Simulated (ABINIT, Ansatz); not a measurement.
# H3BrO (Cm): G0W0 with ABINIT, start to end

Aim: the G0W0 gap of H3BrO (Cm) on PBEsol, step by step.

Main program and level: ABINIT 10.8.3; PBEsol and many-body steps on it, plane waves.

## (1) The starting structure

Symmetry: Cm, No. 8, monoclinic system. Conventional cell: a = 6.973 Å, b = 4.952 Å, c = 4.430 Å, α = 90.00°, β = 112.77°, γ = 90.00°. Nearest to H lie 1 O at 1.03 Å. H has 1 O at 1.03 Å nearest. Br has 3 H at 2.08 to 2.09 Å nearest. Nearest to O lie 3 H at 1.03 Å. Farther neighbours and most contacts between anions are not listed.

Coordinates:

```cif
data_structure
_symmetry_space_group_name_H-M 'Cm'
_symmetry_Int_Tables_number 8
_cell_length_a 6.9728
_cell_length_b 4.9524
_cell_length_c 4.4298
_cell_angle_alpha 90.000
_cell_angle_beta 112.768
_cell_angle_gamma 90.000
_cell_volume 141.05
loop_
_atom_site_label
_atom_site_type_symbol
_atom_site_symmetry_multiplicity
_atom_site_Wyckoff_symbol
_atom_site_fract_x
_atom_site_fract_y
_atom_site_fract_z
_atom_site_occupancy
H1 H 2 a 0.68553 0.00000 0.64756 1
H2 H 4 b 0.52469 0.83263 0.31996 1
Br1 Br 2 a 0.98391 0.00000 0.01134 1
O1 O 2 a 0.53976 0.00000 0.46371 1
```

The cell and positions are those that the Materials Project relaxed with its own functionals (PBE, PBE+U or r2SCAN), kept fixed.

## (2) Ground state

This step: ABINIT 10.8.3; DFT, PBEsol, plane waves, norm-conserving pseudopotentials.

The ground-state density comes first.

run.abi

```
acell 3*1.0 Angstrom
rprim 
  3.486419000000 -2.476209000000 0.000000000000
  3.486419000000 2.476209000000 0.000000000000
  -1.714341000000 -0.000000000000 4.084576000000
ntypat 3
znucl 1 35 8
natom 5
typat 1 1 1 2 3
xred 
  0.314472000000 0.314472000000 0.352441000000
  0.642675000000 0.307942000000 0.680036000000
  0.307942000000 0.642675000000 0.680036000000
  0.016087000000 0.016087000000 0.988660000000
  0.460242000000 0.460242000000 0.536286000000
pp_dirpath "pseudos"
pseudos "H.upf, Br.upf, O.upf"
ecut 36
ngkpt 6 6 6
nshiftk 1
shiftk 0 0 0
kptopt 1
chksymbreak 0
nband 14
occopt 1
tolvrs 1e-10
nstep 60
prtwf 0
optforces 0
optstress 0
indata_prefix "in"
outdata_prefix "out"
tmpdata_prefix "tmp"
```

Command:

```console
$ OMP_NUM_THREADS=1 mpirun -n 4 abinit run.abi > log
```

Numbers of over 12 decimals in the logs are rounded to 6 here.

The log of the run:

```text
.Version 10.8.3 of ABINIT. v10.8.2 released Aug 2026.

 Symmetries : space group Cm (#  8); Bravais mC (1-face-center monocl.)
================================================================================
 Values of the parameters that define the memory need of the present run
     intxc =       0    ionmov =       0      iscf =       7    lmnmax =       6
     lnmax =       6     mgfft =      48  mpssoang =       3    mqgrid =    3001
     natom =       5  nloc_mem =       1    nspden =       1   nspinor =       1
    nsppol =       1      nsym =       2    n1xccc =    2501    ntypat =       3
    occopt =       1   xclevel =       2
-    mband =          14        mffmem =           1         mkmem =          17
       mpw =        4936          nfft =       97200          nkpt =          68
================================================================================
  Rough estimation (10% accuracy) of disk space for files :
================================================================================

--------------------------------------------------------------------------------
------------- Echo of variables that govern the present computation ------------
--------------------------------------------------------------------------------
 -outvars: echo values of preprocessed input variables --------
            acell      1.8897261259E+00  1.8897261259E+00  1.8897261259E+00 Bohr

      chksymbreak           0
             ecut      3.60000000E+01 Hartree
-          fftalg         312

              ixc     -116133
              kpt      0.00000000E+00  0.00000000E+00  0.00000000E+00
                       1.66666667E-01  0.00000000E+00  0.00000000E+00
                       3.33333333E-01  0.00000000E+00  0.00000000E+00
                       5.00000000E-01  0.00000000E+00  0.00000000E+00
                       1.66666667E-01  1.66666667E-01  0.00000000E+00
                       3.33333333E-01  1.66666667E-01  0.00000000E+00
                       5.00000000E-01  1.66666667E-01  0.00000000E+00
                      -3.33333333E-01  1.66666667E-01  0.00000000E+00
                      -1.66666667E-01  1.66666667E-01  0.00000000E+00
   [... 39 further rows ...]
                      -1.66666667E-01  3.33333333E-01  3.33333333E-01
                       5.00000000E-01  5.00000000E-01  3.33333333E-01
                       outvar_i_n : Printing only first  50 k-points.
         kptrlatt        6    0    0      0    6    0      0    0    6
          kptrlen      4.84861974E+01
P           mkmem          17
            natom           5
            nband          14
            ngfft          45      45      48
             nkpt          68
            nstep          60
             nsym           2
           ntypat           3
              occ      2.000000  2.000000  2.000000  2.000000  2.000000  2.000000
                       2.000000  2.000000  0.000000  0.000000  0.000000  0.000000
                       0.000000  0.000000
        optforces           0
        optstress           0
            prtwf           0
            rprim      3.4864190000E+00 -2.4762090000E+00  0.0000000000E+00
[...]
spgroup           8

           tolvrs      1.00000000E-10

             xred      3.1447200000E-01  3.1447200000E-01  3.5244100000E-01
[...]
znucl        1.00000   35.00000    8.00000

================================================================================

 chkinp: Checking input parameters for consistency.

================================================================================
== DATASET  1 ==================================================================
-   mpi_nproc: 4, omp_nthreads: 1 (-1 if OMP is not activated)

--- !DatasetInfo
iteration_state: {dtset: 1, }
dimensions: {natom: 5, nkpt: 68, mband: 14, nsppol: 1, nspinor: 1, nspden: 1, mpw: 4936, }
cutoff_energies: {ecut:  36.0, pawecutdg:  -1.0, }
electrons: {nelect:   1.60000000E+01, charge:   0.00000000E+00, occopt:   1.00000000E+00, tsmear:   1.00000000E-02, }

 Real(R)+Recip(G) space primitive vectors, cartesian coordinates (Bohr,Bohr^-1):
 R(1)=  6.5883771 -4.6793568  0.0000000  G(1)=  0.0758912 -0.1068523  0.0318524
 R(2)=  6.5883771  4.6793568  0.0000000  G(2)=  0.0758912  0.1068523  0.0318524
 R(3)= -3.2396350  0.0000000  7.7187300  G(3)=  0.0000000  0.0000000  0.1295550
 Unit cell volume ucvol=  4.7592712E+02 bohr^3
 Angles (23,13,12)=  1.08392306E+02  1.08392306E+02  7.07681090E+01 degrees

 getcut: wavevector=  0.0000  0.0000  0.0000  ngfft=  45  45  48
         ecut(hartree)=     36.000   => boxcut(ratio)=   2.01608

--- Pseudopotential description ------------------------------------------------
- H Generated using ONCVPSP code by D. R. Hamann
-  1.00000   1.00000  180301                  znucl, zion, pspdat
12 -116133 1 -1 1180                          pspcod,pspxc,lmax,lloc,mmax
     nproj     2     1     0
  pspatm : epsatm=    0.35585368
         --- l  ekb(1:nproj) -->
[...]
1   -0.494138
 pspatm: atomic psp has been read  and splines computed

- Br Generated using ONCVPSP code by D. R. Hamann
- 35.00000   7.00000  180301                  znucl, zion, pspdat
12 -116133 2 -1 1098                          pspcod,pspxc,lmax,lloc,mmax
     nproj     2     2     2
  pspatm : epsatm=   10.94932683
         --- l  ekb(1:nproj) -->
[...]
pspatm: atomic psp has been read  and splines computed

- O Generated using ONCVPSP code by D. R. Hamann
-  8.00000   6.00000  180301                  znucl, zion, pspdat
12 -116133 2 -1 936                           pspcod,pspxc,lmax,lloc,mmax
     nproj     2     2     1
  pspatm : epsatm=    6.22910120
         --- l  ekb(1:nproj) -->
[...]
2   -1.335834
 pspatm: atomic psp has been read  and splines computed

   2.91935825E+02                                ecore*ucvol(ha*bohr**3)
--------------------------------------------------------------------------------

_setup2: Arith. and geom. avg. npw (full set) are    4910.088    4910.075

================================================================================

--- !BeginCycle
iteration_state: {dtset: 1, }
solver: {iscf: 7, nstep: 60, nline: 4, wfoptalg: 0, }
tolerances: {tolvrs: 1.00E-10, }

     iter   Etot(hartree)      deltaE(h)  residm     vres2
 ETOT  1  -33.906429771979    -3.391E+01 6.136E-02 2.380E+02
 ETOT  2  -33.936753844047    -3.032E-02 2.978E-02 2.025E+02
 ETOT  3  -33.997235400139    -6.048E-02 1.737E-03 9.298E+00
 ETOT  4  -33.998547634520    -1.312E-03 1.036E-03 4.764E-01
 ETOT  5  -33.998586211421    -3.858E-05 7.763E-05 2.796E-02
 ETOT  6  -33.998588549129    -2.338E-06 8.503E-05 2.519E-03
 ETOT  7  -33.998588717021    -1.679E-07 1.964E-05 6.976E-05
 ETOT  8  -33.998588718635    -1.614E-09 1.919E-05 3.741E-06
 ETOT  9  -33.998588718792    -1.565E-10 4.955E-06 2.675E-07
 ETOT 10  -33.998588718803    -1.115E-11 4.775E-06 1.103E-08
 ETOT 11  -33.998588718804    -8.740E-13 1.249E-06 6.912E-10
 ETOT 12  -33.998588718804    -1.421E-13 1.194E-06 7.529E-11

 At SCF step   12       vres2   =  7.53E-11 < tolvrs=  1.00E-10 =>converged.

--- !ResultsGS
iteration_state: {dtset: 1, }
comment   : Summary of ground state results
lattice_vectors:
- [  6.5883771,  -4.6793568,   0.0000000, ]
- [  6.5883771,   4.6793568,   0.0000000, ]
- [ -3.2396350,  -0.0000000,   7.7187300, ]
lattice_lengths: [   8.08103,    8.08103,    8.37102, ]
lattice_angles: [108.392, 108.392,  70.768, ] # degrees, (23, 13, 12)
lattice_volume:   4.7592712E+02
convergence: {deltae: -1.421E-13, res2:  7.529E-11, residm:  1.194E-06, diffor:  0.000E+00, }
etotal    :  -3.39985887E+01
entropy   :   0.00000000E+00
fermie    :  -5.54995185E-02
cartesian_stress_tensor: null
pressure_GPa: null
xred      :
- [  3.1447E-01,   3.1447E-01,   3.5244E-01,  H]
- [  6.4268E-01,   3.0794E-01,   6.8004E-01,  H]
- [  3.0794E-01,   6.4268E-01,   6.8004E-01,  H]
- [  1.6087E-02,   1.6087E-02,   9.8866E-01, Br]
- [  4.6024E-01,   4.6024E-01,   5.3629E-01,  O]
cartesian_forces: null
force_length_stats: {min: null, max: null, mean: null, }

 Integrated electronic density in atomic spheres:
 ------------------------------------------------
 Atom  Sphere_radius  Integrated_density
[...]
================================================================================

 ----iterations are completed or convergence reached----

 Mean square residual over all n,k,spin=   15.477E-10; max=  11.942E-07
 reduced coordinates (array xred) for    5 atoms
       0.314472000000      0.314472000000      0.352441000000
       0.642675000000      0.307942000000      0.680036000000
       0.307942000000      0.642675000000      0.680036000000
       0.016087000000      0.016087000000      0.988660000000
       0.460242000000      0.460242000000      0.536286000000
 rms dE/dt=  0.0000E+00; max dE/dt=  0.0000E+00; dE/dt below (all hartree)
    1       0.000000000000      0.000000000000      0.000000000000
    2       0.000000000000      0.000000000000      0.000000000000
    3       0.000000000000      0.000000000000      0.000000000000
    4       0.000000000000      0.000000000000      0.000000000000
    5       0.000000000000      0.000000000000      0.000000000000

 cartesian coordinates (angstrom) at end:
    1      1.588558     0.000000     1.439572
    2      2.148436    -0.828869     2.777659
    3      2.148436     0.828869     2.777659
    4     -1.582728     0.000000     4.038257
    5      2.289816    -0.000000     2.190501
 length scales=  1.889726125908  1.889726125908  1.889726125908 bohr
              =  1.000000000000  1.000000000000  1.000000000000 angstroms
 prteigrs : about to open file out_EIG
 Fermi (or HOMO) energy (hartree) =  -0.05550   Average Vxc (hartree)=  -0.27912
 Eigenvalues (hartree) for nkpt=  68  k points:
 kpt#   1, nband= 14, wtk=  0.00463, kpt=  0.0000  0.0000  0.0000 (reduced coord)
  -0.83996   -0.52283   -0.36854   -0.36551   -0.19685   -0.07732   -0.07350   -0.05550
   0.10297    0.24547    0.25910    0.28218    0.29215    0.37403
 prteigrs : prtvol=0 or 1, do not print more k-points.

--- !EnergyTerms
iteration_state     : {dtset: 1, }
comment             : Components of total free energy in Hartree
kinetic             :  1.70830989888852E+01
hartree             :  1.05644077993640E+01
xc                  : -1.02755040061974E+01
Ewald energy        : -1.82828003850878E+01
psp_core            :  6.13404470089383E-01
local_psp           : -3.30141139803362E+01
non_local_psp       : -6.87081605520936E-01
total_energy        : -3.39985887188037E+01
total_energy_eV     : -9.25148729445621E+02
band_energy         : -5.09912041066246E+00

== END DATASET(S) ==============================================================
================================================================================

 -outvars: echo values of variables after computation  --------
           etotal     -3.3998588719E+01
            nband          14
             nkpt          68
          spgroup           8
 [... the other variables as echoed above ...]

 Calculation completed.
```

Run time: 75 s. Hardware: 4 MPI ranks of Intel Xeon Platinum 8175M at 2.50GHz (Skylake/Cascade Lake), shared host; peak memory 0.42 GiB; 5 min of CPU time.

Numbers from this step:

```
total energy               : -925.1487 eV
gap                        : 4.312 eV
k of the valence top       : 0, 0, 0
k of the conduction bottom : 0, 0, 0
least direct gap           : 4.312 eV
```

The gap is direct, at Γ.

(Continued in part 2 of 3.)

[Paths, hosts, dates, memory and timing lines, banners, echoed tables and standing remarks are left out of the program output.]

[Logs are printed without paths, hosts, clocks, repeated set-up lines and the standing remarks that a program may print on its own settings, such as how far it seeks lower states.]

[Runs of the session that timed out or met a known fault of the program may be left out.]

[Hosts, paths, dates, database ids (printed as entryN), source tags and the programs' standing remarks are cut or masked in the printed files.]

[G0W0 gaps are taken among the corrected bands and points alone; a level outside them can change the order at an edge.]

[Where Ansatz stands beside ABINIT at settings called matched, ABINIT's density can come from a denser mesh and the files from another edition; pairs whose starting gaps differed by over 0.03 eV were left out, so agreement reads better than it is.]
